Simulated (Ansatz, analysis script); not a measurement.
**Co3Sn2S2: which texture of moments is lowest**

Wanted: the lowest arrangement of moments that fits this cell of Co3Sn2S2.

Calculated with Ansatz 0.2.0; PBEsol, PAW set soft_1 (files made for PBE).

**1. Set-up**

The structure is trigonal, space group R-3m (No. 166). The conventional cell has a = 5.357 Å, b = 5.357 Å, c = 13.127 Å, α = 90.00°, β = 90.00°, γ = 120.00°. Nearest to Co lie 2 S at 2.17 Å. Sn has 6 Co at 2.68 Å and 2 S at 2.85 Å nearest. Nearest to Sn lie 6 Co at 2.68 Å and 6 S at 3.16 Å. Nearest to S lie 3 Co at 2.17 Å and 4 Sn at 2.85 to 3.16 Å. Farther neighbours and most contacts between anions are not listed.

The cell of this run holds 7 atoms, 3 of them with a starting moment; values «a cell» refer to the cell of the run in question.

**2. The collinear state**

The work starts on two spin channels, which tell the size of the moments.

input.yaml reads:

```yaml
crystal:
  lattice:
    - [-2.678695, 4.639635838, 0.0]
    - [-5.35739, 0.0, 0.0]
    - [-2.678695, 1.5465452793, 4.3758]
  atoms:
    - { symbol: Co, position: [0.5, 0.0, 0.5], spin: 2.0 }
    - { symbol: Co, position: [0.0, 0.5, 0.5], spin: 2.0 }
    - { symbol: Co, position: [0.0, 0.0, 0.5], spin: 2.0 }
    - { symbol: Sn, position: [0.5, 0.5, 0.5] }
    - { symbol: Sn, position: [0.0, 0.0, 0.0] }
    - { symbol: S, position: [0.717, 0.717, 0.849] }
    - { symbol: S, position: [0.283, 0.283, 0.151] }
magnetization:
  spin_polarized: true
kpoints:
  mp_grid: { grid: [6, 6, 6] }
hamiltonian:
  xc: pbesol
  pseudopotentials: { kind: paw, azcp: { folder: soft_1 }, xc_functional: pbe }
scf:
  occupations: { method: fermi_dirac, width: 0.05 }
  max_iter: 120
  convergence: { dr2_threshold: 1.0e-08 }
  lower_state_search: "off"
output:
  write_density: true
  write_potential: true
  elf: true
  volumetric_format: npy
```

Started as:

```sh
> ansatz run input.yaml --threads 2 --pin off --max-ram 5632MiB --backend cpu --events-out ev --progress --plain --runs-dir out
```

Numbers of over 12 decimals in the logs are rounded to 6 here.

The program printed:

```text
Engine: ansatz 0.2.0, aarch64-unknown-linux-gnu
Pseudopotentials: kind: paw
Pseudopotential: Co, paw, valence charge 17, recommended cutoff 420 eV (normal), soft_1/Co.paw.azcp
Pseudopotential: Sn, paw, valence charge 14, recommended cutoff 420 eV (normal), soft_1/Sn.paw.azcp
Pseudopotential: S, paw, valence charge 6, recommended cutoff 420 eV (normal), soft_1/S.paw.azcp
Functional definition: PBEsol
  exchange = pbesol_x
  correlation = pbesol_c
Crystal: 7 atoms, lattice volume = 108.766 Å³
Basis set: ecut = 420 eV, 2109 PW (Γ)
Bands: 59, of which v1, the nominal top of the filled ones, is band 46 counted from 1 (45 counted from 0)
Symmetry: 12 space group operations
Space group: R-3m (ITA 166), of the structure as read, at distance tolerance 4.8e-5 Å
Magnetic group: BNS 166.97 (UNI 1327), of the structure as read, at distance tolerance 4.8e-5 Å
k-points: 32 of 216
Non-local potential: Co, projectors of the file, l = 0: 3, l = 1: 2, l = 2: 3, l = 3: 1
Non-local potential: Sn, projectors of the file, l = 0: 2, l = 1: 2, l = 2: 2, l = 3: 1
Non-local potential: S, projectors of the file, l = 0: 2, l = 1: 2, l = 2: 1
PAW form: soft (Blöchl's): semilocal exchange-correlation on the pseudo side does not see the compensation charge
PAW frozen core: Co, regenerated for the run's functional, and the local potential with it (the file was generated under x = pbe(κ = 0.804, μ = 0.219515), c = pbe(β = 0.066725))
PAW frozen core: Sn, regenerated for the run's functional, and the local potential with it (the file was generated under x = pbe(κ = 0.804, μ = 0.219515), c = pbe(β = 0.066725))
PAW frozen core: S, regenerated for the run's functional, and the local potential with it (the file was generated under x = pbe(κ = 0.804, μ = 0.219515), c = pbe(β = 0.066725))
PAW one-centre angular grid: Co, 590 points (default); XC on 64 Gauss nodes
PAW one-centre angular grid: Sn, 590 points (default); XC on 64 Gauss nodes
PAW one-centre angular grid: S, 110 points (default); XC on 64 Gauss nodes
Initial density: superposition of atomic densities (chi_scale 0.1, normalization cell, long waves kept (reshape's long-wave potential 0.01 eV rms))
Starting moments: Σ|m| = 6 μB on 3 of 7 sites
Initial wavefunctions: pseudopotential atomic-orbital guess
Functional: x = pbesol(κ = 0.804, μ = 0.123457), c = pbesol(β = 0.046)
SCF iter   1: F=—  HF=-28960.109794 eV  |F-HF|=—  |Δ(HF+E_count)|=         —  Δρ=2.38e-1 (↑4.38e-2 ↓2.38e-1)  dr2=8.56e1  dr2_m=1.09e1  M=1.446 μB ∫|m|=1.687 μB  β_m=0.30  ethr=3.10e-3  ⟨swp⟩=8.0  Hψ=16457  notcnv=0  defer=31
preconditioner: auto → Kerker (q_TF=auto, 2.648 Å⁻¹)  [metal: Δε(μ)=0.025 eV  Ē_g=13.926 eV  σ=0.050 eV  W_gap=0.12  n_scr=26 (ndim 8)  ℏωp=29.1 eV  f_vac=0.000  D(μ)=4.19/eV (n_scr^D=26)]
spin=Collinear: Kerker preconditioning applied to the charge; magnetization (m = ρ↑ − ρ↓) channel mixes plain (no charge-response kernel on spin).
SCF iter   2: F=—  HF=-28953.944771 eV  |F-HF|=—  |Δ(HF+E_count)|=    6.17e0  Δρ=9.73e-2 (↑9.73e-2 ↓3.83e-2)  dr2=5.81e0  dr2_m=3.49e0  M=1.488 μB ∫|m|=2.388 μB  β_m=0.30  ethr=3.10e-3  ⟨swp⟩=3.5  Hψ=8901  notcnv=0  defer=312
SCF iter   3: F=—  HF=-28952.677029 eV  |F-HF|=—  |Δ(HF+E_count)|=    1.27e0  Δρ=6.70e-2 (↑3.87e-2 ↓6.70e-2)  dr2=6.53e0  dr2_m=2.43e0  M=1.253 μB ∫|m|=2.024 μB  β_m=0.30  ethr=3.10e-3  ⟨swp⟩=2.8  Hψ=7208  notcnv=0  defer=310
SCF iter   4: F=—  HF=-28951.492396 eV  |F-HF|=—  |Δ(HF+E_count)|=    1.18e0  Δρ=4.82e-2 (↑4.82e-2 ↓1.38e-2)  dr2=2.60e0  dr2_m=5.29e-1  M=1.785 μB ∫|m|=2.435 μB  β_m=0.30  ethr=3.10e-3  ⟨swp⟩=3.2  Hψ=6388  notcnv=0  defer=317
SCF iter   5: F=—  HF=-28951.358505 eV  |F-HF|=—  |Δ(HF+E_count)|=   1.34e-1  Δρ=3.68e-2 (↑3.68e-2 ↓2.29e-2)  dr2=2.57e-1  dr2_m=8.63e-1  M=1.229 μB ∫|m|=1.971 μB  β_m=0.30  ethr=2.86e-3  ⟨swp⟩=2.1  Hψ=4816  notcnv=0  defer=310
SCF iter   6: F=—  HF=-28951.399850 eV  |F-HF|=—  |Δ(HF+E_count)|=   4.13e-2  Δρ=2.97e-2 (↑2.97e-2 ↓2.01e-2)  dr2=1.49e-1  dr2_m=6.10e-1  M=1.108 μB ∫|m|=1.811 μB  β_m=0.30  ethr=2.82e-4  ⟨swp⟩=2.1  Hψ=5309  notcnv=0  defer=310
Mixer restart at iter 6: flushing history
spin-set hold released at iteration 6 (site moments contracting): the magnetisation degrees of freedom join the quasi-Newton model from the next iteration; the mixer history was flushed
SCF iter   7: F=—  HF=-28951.423173 eV  |F-HF|=—  |Δ(HF+E_count)|=   2.33e-2  Δρ=2.14e-2 (↑1.97e-2 ↓2.14e-2)  dr2=1.25e-2  dr2_m=4.19e-1  M=1.034 μB ∫|m|=1.675 μB  β_m=0.65  ethr=1.63e-4  ⟨swp⟩=1.5  Hψ=4036  notcnv=0  defer=310
SCF iter   8: F=—  HF=-28951.591057 eV  |F-HF|=—  |Δ(HF+E_count)|=   1.68e-1  Δρ=2.42e-2 (↑2.42e-2 ↓1.01e-2)  dr2=9.53e-1  dr2_m=5.04e-2  M=0.990 μB ∫|m|=1.399 μB  β_m=0.65  ethr=1.38e-5  ⟨swp⟩=3.2  Hψ=8383  notcnv=0  defer=310
SCF iter   9: F=—  HF=-28951.502502 eV  |F-HF|=—  |Δ(HF+E_count)|=   8.86e-2  Δρ=6.61e-3 (↑6.61e-3 ↓5.83e-3)  dr2=1.37e-1  dr2_m=1.16e-3  M=0.924 μB ∫|m|=1.194 μB  β_m=0.63  ethr=1.38e-5  ⟨swp⟩=3.0  Hψ=8777  notcnv=0  defer=312
SCF iter  10: F=—  HF=-28951.490846 eV  |F-HF|=—  |Δ(HF+E_count)|=   1.17e-2  Δρ=1.54e-3 (↑4.01e-4 ↓1.54e-3)  dr2=3.86e-3  dr2_m=4.35e-4  M=0.942 μB ∫|m|=1.203 μB  β_m=0.72  ethr=1.38e-5  ⟨swp⟩=2.0  Hψ=5176  notcnv=0  defer=312
SCF iter  11: F=—  HF=-28951.490797 eV  |F-HF|=—  |Δ(HF+E_count)|=   4.88e-5  Δρ=5.08e-4 (↑5.08e-4 ↓1.01e-4)  dr2=1.80e-4  dr2_m=6.86e-5  M=0.936 μB ∫|m|=1.176 μB  β_m=0.86  ethr=4.24e-6  ⟨swp⟩=1.5  Hψ=3872  notcnv=0  defer=312
SCF iter  12: F=—  HF=-28951.490853 eV  |F-HF|=—  |Δ(HF+E_count)|=   5.54e-5  Δρ=1.74e-4 (↑1.74e-4 ↓1.16e-4)  dr2=5.73e-5  dr2_m=2.16e-6  M=0.931 μB ∫|m|=1.162 μB  β_m=0.86  ethr=1.98e-7  ⟨swp⟩=2.0  Hψ=4684  notcnv=0  defer=312
SCF iter  13: F=—  HF=-28951.490849 eV  |F-HF|=—  |Δ(HF+E_count)|=   3.68e-6  Δρ=4.04e-5 (↑4.04e-5 ↓3.28e-5)  dr2=4.90e-6  dr2_m=1.60e-7  M=0.930 μB ∫|m|=1.158 μB  β_m=0.93  ethr=6.30e-8  ⟨swp⟩=2.0  Hψ=4205  notcnv=0  defer=312
SCF iter  14: F=—  HF=-28951.490849 eV  |F-HF|=—  |Δ(HF+E_count)|=   2.40e-7  Δρ=2.62e-5 (↑2.62e-5 ↓2.59e-5)  dr2=2.53e-6  dr2_m=1.20e-8  M=0.929 μB ∫|m|=1.158 μB  β_m=0.97  ethr=5.39e-9  ⟨swp⟩=1.8  Hψ=3765  notcnv=0  defer=312
SCF iter  15: F=—  HF=-28951.490848 eV  |F-HF|=—  |Δ(HF+E_count)|=   1.99e-7  Δρ=4.65e-6 (↑4.65e-6 ↓4.01e-6)  dr2=5.53e-8  dr2_m=1.30e-9  M=0.929 μB ∫|m|=1.157 μB  β_m=0.84  ethr=2.78e-9  ⟨swp⟩=1.8  Hψ=3681  notcnv=0  defer=312
SCF iter  16: F=-28951.490848 eV  HF=-28951.490848 eV  |F-HF|=7.93e-10  |Δ(HF+E_count)|=   1.33e-8  Δρ=1.57e-6 (↑5.64e-7 ↓1.57e-6)  dr2=1.61e-9  dr2_m=9.20e-10  M=0.929 μB ∫|m|=1.157 μB  ethr=1.10e-11  ⟨swp⟩=10.5  Hψ=17578  notcnv=0
SCF 1 converged in 16 iterations: F = -28951.490848 eV  dr2 = 1.61e-9
  greatest PAW one-centre occupation: 1.001 electrons in one spin orbital (limit 2), on the Co atom at site 0 (counted from 0), in its partial waves of l = 1
SCF converged after 16 iterations
Magnetization: 0.9293 μB (45.9646 up, 45.0354 down)
Absolute magnetization: 1.1573 μB (∫|ρ↑−ρ↓|, with the PAW one-centre terms)
Spin contamination: 0.0211 ħ² per cell (⟨S²⟩ above its minimum at these occupations)
Per-site moments (μB) at R_I (Å): [(0.322975, 0.896559), (0.322975, 0.896559), (0.322975, 0.896559), (-0.00246934, 1.104962), (-0.00868563, 1.105216), (0.00817066, 0.896559), (0.00817066, 0.896559)]
Free energy (F): -28951.490848 eV
Harris-Foulkes:  -28951.490848 eV  (|F-HF|=7.93e-10)
Internal energy: -28951.465146 eV  (E = F + TS)
E sigma→0 (E₀):  -28951.477997 eV
Entropy (-TS):   -0.025702 eV (-3.672 meV/atom)
Fermi energy:    13.980209 eV
--- Per-component energies (eV) ---
  E_band       = -967.491867
  E_kinetic    = 1438.548147
  E_local      = -13190.826401  (includes V_loc(G=0)·N_el)
  E_nonlocal   = 1684.972505
  E_hartree    = 6071.409104
  E_xc         = -703.559834
  E_vxc        = -685.616702  (∫ρ·V_xc dr)
  E_paw        = -14409.021318  (= ΣΔE_a)
  E_vpaw       = -2357.392318  (= ΣTr[D̂ρ^β])
  E_aug_tail   = 0.000530  (compensation charges beyond the density's cutoff)
  E_ewald      = -9844.246716
  E_core_change = 1.258837  (= ΣΔE_core)
  E_smearing   = -0.025702  (= −TS)
  E_closure    = -0.000000  (closes the sum)
  Σ components = -28951.490848   (vs F -28951.490848, Δ=0.00e0)
--- Band table (eV; the first three rows and the last of 64) ---
  k-point 0 ↑: bands = [... 42 lower, 12.9992, 13.0653, 13.0653, 13.6717, 13.9754, 13.9754, 14.1086, 14.6249, ... 9 higher]
  k-point 1 ↑: bands = [... 42 lower, 12.9919, 13.0551, 13.0551, 13.6712, 14.1694, 14.1694, 14.2726, 15.4491, ... 9 higher]
  k-point 2 ↑: bands = [... 42 lower, 13.0370, 13.0766, 13.0766, 13.6702, 14.3395, 14.3395, 14.9062, 16.3575, ... 9 higher]
  k-point 31 ↓: bands = [... 42 lower, 13.2801, 13.4422, 13.5434, 14.1846, 14.1918, 15.9176, 15.9187, 16.3262, ... 9 higher]
```

Run time: 21 s. Hardware: 2 threads of Arm Neoverse V1, shared host; peak memory 0.57 GiB; 40 s of CPU time.

Spin moment in the atom's sphere by atom:

```
atom  spin moment in the atom's sphere (μB)
 Co1                                  0.323
 Co2                                  0.323
 Co3                                  0.323
 Sn4                                 -0.002
 Sn5                                 -0.009
  S6                                  0.008
  S7                                  0.008
```

Tables count atoms from 1; parts of the log count from 0.

The run ends ferromagnetic, with a net moment of 0.929 μB a cell. Only this order was typed. The moments fell far under the 2 μB typed, which may or may not be the compound's spin state.

Spin density in the ac plane of the conventional cell at fractional y = 0.000, with atoms of Co and Sn and S within 0.2 Å of it.

Ten even steps from '0' (-0.05 × 1e-1 e/Å³) to '9' (6.99 × 1e-1 e/Å³), each cell a mean:
```
000000000000000
000000000000000
000000000000000
000000000000000
000000000000000
000000000000000
000000000000000
000000000000000
000000000000000
000000000000000
000000000000000
000000295000000
000000153000000
000000000000000
000000000000000
000000000000000
000000000000000
000000000000000
000000000000000
000000000000000
000000000000000
000000000000000
000000000000000
000000000000000
```
Columns run along a (5.4 Å), rows up along c (13.1 Å), edges of the conventional cell, whose origin can differ from the input's. Atoms in or near the plane, at fractional coordinates: Co at (0.50, 0.50), Sn at (0.00, 0.50), Sn at (0.00, 0.00), S at (0.00, 0.28), S at (0.00, 0.72).

Valence density in the ac plane of the conventional cell at fractional y = 0.000, with atoms of Co and Sn and S within 0.2 Å of it. It is the smooth field of the valence electrons, not physical close to the nuclei.

Values in e/Å³, 24 rows by 15 columns, each cell a mean:
```
 8  4  1  0  0  0  0  0  0  0  0  0  0  2  6
 1  1  0  0  0  0  0  0  0  0  0  0  0  0  1
 0  0  0  0  0  0  0  0  0  0  0  0  0  0  0
 0  0  0  1  1  0  0  0  0  0  1  1  1  0  0
 0  0  1  1  1  0  0  0  0  0  1  1  1  0  0
 1  1  1  0  0  0  0  0  0  0  0  0  0  1  1
 0  1  1  0  0  0  0  0  0  0  0  0  1  1  1
 1  1  1  0  0  0  0  0  0  0  0  0  0  1  1
 1  0  0  0  0  0  0  0  0  0  0  0  0  0  1
 0  0  0  0  0  0  0  0  0  0  0  0  0  0  0
 2  1  0  0  0  0  1  2  2  1  0  0  0  1  2
10  5  1  0  0  1  9 31 20  3  0  0  1  3  8
 8  4  1  0  0  1  6 19 12  2  0  0  0  2  6
 1  1  0  0  0  0  1  1  1  0  0  0  0  0  1
 0  0  0  0  0  0  0  0  0  0  0  0  0  0  0
 1  1  0  0  0  0  0  0  0  0  0  0  0  0  1
 1  1  1  0  0  0  0  0  0  0  0  0  0  1  1
 1  1  1  0  0  0  0  0  0  0  0  0  1  1  1
 1  1  1  0  0  0  0  0  0  0  0  0  0  1  1
 0  0  1  1  1  0  0  0  0  0  1  1  1  0  0
 0  0  0  1  1  0  0  0  0  0  1  1  1  0  0
 0  0  0  0  0  0  0  0  0  0  0  0  0  0  0
 2  1  0  0  0  0  0  0  0  0  0  0  0  1  2
10  5  1  0  0  0  0  0  0  0  0  0  1  3  8
```
Columns run along a (5.4 Å), rows up along c (13.1 Å), edges of the conventional cell, whose origin can differ from the input's. Atoms in or near the plane, at fractional coordinates: Co at (0.50, 0.50), Sn at (0.00, 0.50), Sn at (0.00, 0.00), S at (0.00, 0.28), S at (0.00, 0.72).

ELF in the ac plane of the conventional cell at fractional y = 0.000, with atoms of Co and Sn and S within 0.2 Å of it. It is the smooth field of the valence electrons, not physical close to the nuclei.

Ten even steps from '0' (0.01) to '9' (0.88), each cell a mean:
```
012211000012320
333321111123333
332222222222233
221222233222112
542222343222234
676322233223576
058621111124872
688511111113797
985101222101378
321112233211123
223322222223322
002332475323310
012332455323320
222222222222222
432112333211134
996201122101489
378621111114785
168632222224783
775222333222467
332222343222223
221122233222122
433222222222333
223321111123332
002210000012210
```
Columns run along a (5.4 Å), rows up along c (13.1 Å), edges of the conventional cell, whose origin can differ from the input's. Atoms in or near the plane, at fractional coordinates: Co at (0.50, 0.50), Sn at (0.00, 0.50), Sn at (0.00, 0.00), S at (0.00, 0.28), S at (0.00, 0.72).

**3. Denser mesh**

Levels at the Fermi energy are partly filled, so moments and energy differences can hang on the k-mesh, and the state is solved again on a denser one.

input.yaml, the sections that differ from step 2:

```yaml
crystal:
  lattice:
    - [-2.678695, 4.639635838, 0.0]
    - [-5.35739, 0.0, 0.0]
    - [-2.678695, 1.5465452793, 4.3758]
  atoms:
    - { symbol: Co, position: [0.5, 0.0, 0.5], spin: 0.32 }
    - { symbol: Co, position: [0.0, 0.5, 0.5], spin: 0.32 }
    - { symbol: Co, position: [0.0, 0.0, 0.5], spin: 0.32 }
    - { symbol: Sn, position: [0.5, 0.5, 0.5] }
    - { symbol: Sn, position: [0.0, 0.0, 0.0] }
    - { symbol: S, position: [0.717, 0.717, 0.849] }
    - { symbol: S, position: [0.283, 0.283, 0.151] }
kpoints:
  mp_grid: { grid: [9, 9, 9] }
basis:
  ecutwfc: 420.0
checkpoint:
  read: start
  write: ck
  compress: false
  write_wavefunctions: false
  write_every: 100000
# magnetization, hamiltonian, scf: as in step 2
# output: removed
```

Started as:

```sh
> ansatz run input.yaml --threads 4 --pin off --max-ram 11264MiB --backend cpu --events-out ev --progress --plain --runs-dir out
```

The program printed:

```text
[...]
Per-site moments (μB) at R_I (Å): [(0.323769, 0.896559), (0.323769, 0.896559), (0.323769, 0.896559), (-0.00297235, 1.104962), (-0.00872118, 1.105216), (0.00774677, 0.896559), (0.00774677, 0.896559)]
Free energy (F): -28951.490957 eV
[...]
Internal energy: -28951.464651 eV  (E = F + TS)
E sigma→0 (E₀):  -28951.477804 eV
Entropy (-TS):   -0.026307 eV (-3.758 meV/atom)
Fermi energy:    13.982203 eV
[...]
[key lines of the parts left out:]
SCF converged after 8 iterations
Magnetization: 0.9295 μB (45.9647 up, 45.0353 down)
```

Elapsed: 14 s, on 4 threads; peak memory 0.9 GiB.

Spin moment in the atom's sphere by atom:

```csv
atom,spin moment in the atom's sphere (μB)
Co1,0.324
Co2,0.324
Co3,0.324
Sn4,-0.003
Sn5,-0.009
S6,0.008
S7,0.008
```

The run ends ferromagnetic, with a net moment of 0.929 μB a cell, against 0.929 μB on the first mesh.

Signs and angles in the names of the patterns follow the order of the magnetic atoms in the input, which need not be their order in space.

In the spinor runs that follow the search for lower states is off.

**4. Start: ferro**

The parallel pattern comes first.

input.yaml, the sections that differ from step 3:

```yaml
crystal:
  lattice:
    - [-2.678695, 4.639635838, 0.0]
    - [-5.35739, 0.0, 0.0]
    - [-2.678695, 1.5465452793, 4.3758]
  atoms:
    - { symbol: Co, position: [0.5, 0.0, 0.5], spin: 0.32, spin_axis: [0.0, 0.0, 1.0] }
    - { symbol: Co, position: [0.0, 0.5, 0.5], spin: 0.32, spin_axis: [0.0, 0.0, 1.0] }
    - { symbol: Co, position: [0.0, 0.0, 0.5], spin: 0.32, spin_axis: [0.0, 0.0, 1.0] }
    - { symbol: Sn, position: [0.5, 0.5, 0.5] }
    - { symbol: Sn, position: [0.0, 0.0, 0.0] }
    - { symbol: S, position: [0.717, 0.717, 0.849] }
    - { symbol: S, position: [0.283, 0.283, 0.151] }
magnetization:
  noncollinear: true
# kpoints, hamiltonian, scf, basis: as in step 3
# checkpoint: removed
```

Started as:

```sh
> ansatz run input.yaml --threads 2 --pin off --max-ram 5632MiB --backend cpu --events-out ev --progress --plain --runs-dir out
```

The program printed:

```text
[...]
Crystal: 7 atoms, lattice volume = 108.766 Å³
Basis set: ecut = 420 eV, 2109 PW (Γ)
Bands: 110, of which v1, the nominal top of the filled ones, is band 91 counted from 1 (90 counted from 0)
Symmetry: 12 space group operations + 12 with time reversal
Moments: of one size on atoms that these operations exchange, one fixing the others by the rotation that the starting moments gave each, and all in one plane where the starting moments lie in one or along one axis (crystal.symmetry.detect: false holds none)
k-points: 85 of 729
[...]
Starting moments: Σ|m| = 0.96 μB on 3 of 7 sites
[...]
SCF iter   1: F=—  HF=-28962.190119 eV  |F-HF|=—  |Δ(HF+E_count)|=         —  Δρ=2.83e-1  dr2=9.27e1  dr2_m=2.80e-1  ethr=3.10e-3  |M|=2.32e-1 ∫|m|=2.79e-1 μB  |m|>n=0.0e0 m-floor=0.0e0 τ_xc=0.0e0  β_m=0.30  ⟨swp⟩=6.7  Hψ=37457  notcnv=0  defer=185
[...]
spin=Noncollinear: Kerker preconditioning applied to the charge; magnetization (m_x, m_y, m_z) channels mix plain (no charge-response kernel on spin).
SCF iter   2: F=—  HF=-28954.858892 eV  |F-HF|=—  |Δ(HF+E_count)|=    7.33e0  Δρ=9.92e-2  dr2=6.60e0  dr2_m=1.30e-2  ethr=3.10e-3  |M|=5.48e-1 ∫|m|=6.13e-1 μB  |m|>n=0.0e0 m-floor=0.0e0 τ_xc=0.0e0  β_m=0.30  ⟨swp⟩=3.9  Hψ=22382  notcnv=0  defer=772
[...]
SCF iter  21: F=-28951.490957 eV  HF=-28951.490957 eV  |F-HF|=4.15e-10  |Δ(HF+E_count)|=  4.69e-10  Δρ=7.39e-7  dr2=3.88e-10  dr2_m=6.78e-11  ethr=1.01e-12  |M|=9.29e-1 ∫|m|=1.16e0 μB  |m|>n=0.0e0 m-floor=0.0e0 τ_xc=0.0e0  ⟨swp⟩=1.7  Hψ=27261  notcnv=0
SCF 1 converged in 21 iterations: F = -28951.490957 eV  dr2 = 3.88e-10
[...]
SCF converged after 21 iterations
Stability not checked: this state was not tested for a lower state beside it, because this non-collinear magnet's GGA is evaluated by the locally collinear projection, under which the energy is not smooth in the magnetisation (locally_collinear_gga; see scf.lower_state_search)
Magnetization: |M| = 0.9295 μB,  M = (+0.0000, +0.0000, +0.9295) μB
Absolute magnetization: 1.1583 μB (∫|m|, with the PAW one-centre terms)
Moment direction: held on its axis by an average over the rotations of spin about it
  site 0: m = (+0.0000, +0.0000, +0.3238) μB, |m| = 0.3238 μB  (R = 0.90 Å)
  site 1: m = (+0.0000, +0.0000, +0.3238) μB, |m| = 0.3238 μB  (R = 0.90 Å)
  site 2: m = (+0.0000, +0.0000, +0.3238) μB, |m| = 0.3238 μB  (R = 0.90 Å)
  site 3: m = (+0.0000, +0.0000, -0.0030) μB, |m| = 0.0030 μB  (R = 1.10 Å)
  site 4: m = (+0.0000, +0.0000, -0.0087) μB, |m| = 0.0087 μB  (R = 1.11 Å)
  site 5: m = (+0.0000, +0.0000, +0.0077) μB, |m| = 0.0077 μB  (R = 0.90 Å)
  site 6: m = (+0.0000, +0.0000, +0.0077) μB, |m| = 0.0077 μB  (R = 0.90 Å)
Free energy (F): -28951.490957 eV
[...]
Internal energy: -28951.464651 eV  (E = F + TS)
E sigma→0 (E₀):  -28951.477804 eV
Entropy (-TS):   -0.026307 eV (-3.758 meV/atom)
Fermi energy:    13.982195 eV
[...]
```

Elapsed: 3.6 min, on 2 threads; peak memory 1.6 GiB.

It ends ferromagnetic; the largest site carries 0.324 μB.

Spin moment in the atom's sphere by atom:

```csv
atom,x (μB),y (μB),z (μB),size
Co1,0.000,0.000,0.324,0.324
Co2,0.000,0.000,0.324,0.324
Co3,0.000,0.000,0.324,0.324
Sn4,0.000,0.000,-0.003,0.003
Sn5,0.000,0.000,-0.009,0.009
S6,0.000,0.000,0.008,0.008
S7,0.000,0.000,0.008,0.008
```

(Part 1 of 2 ends here.)

[Logs and program files are shortened in this print: banners, set-up blocks, solver, clock and traceback lines can be left out without a mark of their own.]

[Logs are printed without paths, hosts, clocks, repeated set-up lines and the standing remarks that a program may print on its own settings, such as how far it seeks lower states.]

[Hosts, paths, dates, database ids (printed as entryN), source tags and the programs' standing remarks are cut or masked in the printed files.]
